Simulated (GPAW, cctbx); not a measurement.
# By hand: from a DFT structure factor to an extinction distance in Mg2As2Pb

Mg2As2Pb, P-3m1 (no. 164), a = 4.4569 Å, b = 4.4569 Å, c = 7.2670 Å, α = 90.00°, β = 90.00°, γ = 120.00°.

| atom | mult. | x | y | z |
| --- | --- | --- | --- | --- |
| Pb1 | 1 | 0 | 0 | 0 |
| As1 | 2 | 2/3 | 1/3 | 0.7403 |
| Mg1 | 2 | 2/3 | 1/3 | 0.3628 |

The cell comes from substitution in a known structure type and wasn't matched to any measured phase.

A DFT run (GPAW, PBE, 450 eV, 6×6×3 k-points (along the axes of the calculation cell), Fermi–Dirac width 0.1 eV) gives the static X-ray structure factor of 101 as 44.827 e for the conventional cell; superposed free atoms give 45.226 e. **Problem.** Find the Fourier component V of the crystal potential and the two-beam extinction distance at 80 kV in both cases, then the holographic phase shift per nanometre.

### 1. Geometry

The cell volume is Ω = 125.01 Å³ and d(101) = 3.4088 Å, so g = 1/d = 0.2934 Å⁻¹.

### 2. The nuclei

Electrons feel nuclei as well as electrons, so the nuclear charges are summed with the same phases.

Phase sums Σ exp(2πi h·x), turned so that the total is real and positive: Pb +1.000, As -1.668, Mg +1.966. Then F_Z = 82 × (+1.000) + 33 × (-1.668) + 12 × (+1.966) = 50.56 e. The electron term has the same sign for this reflection.

### 3. Mott–Bethe

Poisson's equation, term by term, gives V = (e/4πε₀)(F_Z − F)/(πΩg²), with e/4πε₀ = 14.3996 V Å.

The prefactor is 14.3996 × 3.4088²/(π × 125.01) = 0.42604 V per electron. Free atoms: (50.56 − 45.226) × 0.42604 = 2.271 V. Crystal: (50.56 − 44.827) × 0.42604 = 2.441 V. F changes by -0.88 % and V by +7.5 %: the same 0.40 e is measured against F_Z − F = 5.3 e in place of F = 45.2 e.

### 4. Extinction distance

In the two-beam case ξ = 1/(λU) with U = 2γm₀eV/h², that is ξ = 150.41 V Å²/(γλV).

At 80 kV, λ = 0.04176 Å and γ = 1.1566. Free atoms: ξ = 1372 Å. Crystal: ξ = 1276 Å. The thickness fringes go as sin²(πt/ξ), so the two patterns slip by a quarter of a period when t|1/ξ₁ − 1/ξ₀| = 1/4, at t ≈ 458 nm. Thermal motion, absorption and many-beam coupling, left out here, change a real pattern.

### 5. Phase shift

A slab run (normal [001], unrelaxed) gives a mean inner potential of 12.15 V; free atoms give 14.47 V. The phase shift is φ = C_E V₀ t, with C_E = (2π/λE)(E + m₀c²)/(E + 2m₀c²).

C_E = 10.087 × 10⁻³ rad/(V nm). The shift is 0.1225 rad/nm in the crystal and 0.1459 rad/nm for free atoms. A sample 50 nm thick gives φ = 6.13 rad; read with the free-atom value it would seem 42.0 nm thick.

### 6. Answer

V(101) is 2.44 V against 2.27 V, and ξ is 1276 against 1372 Å. The phase shift is 0.123 rad/nm, and free atoms would misjudge a thickness by -16 %. Limits: static atoms, two beams.
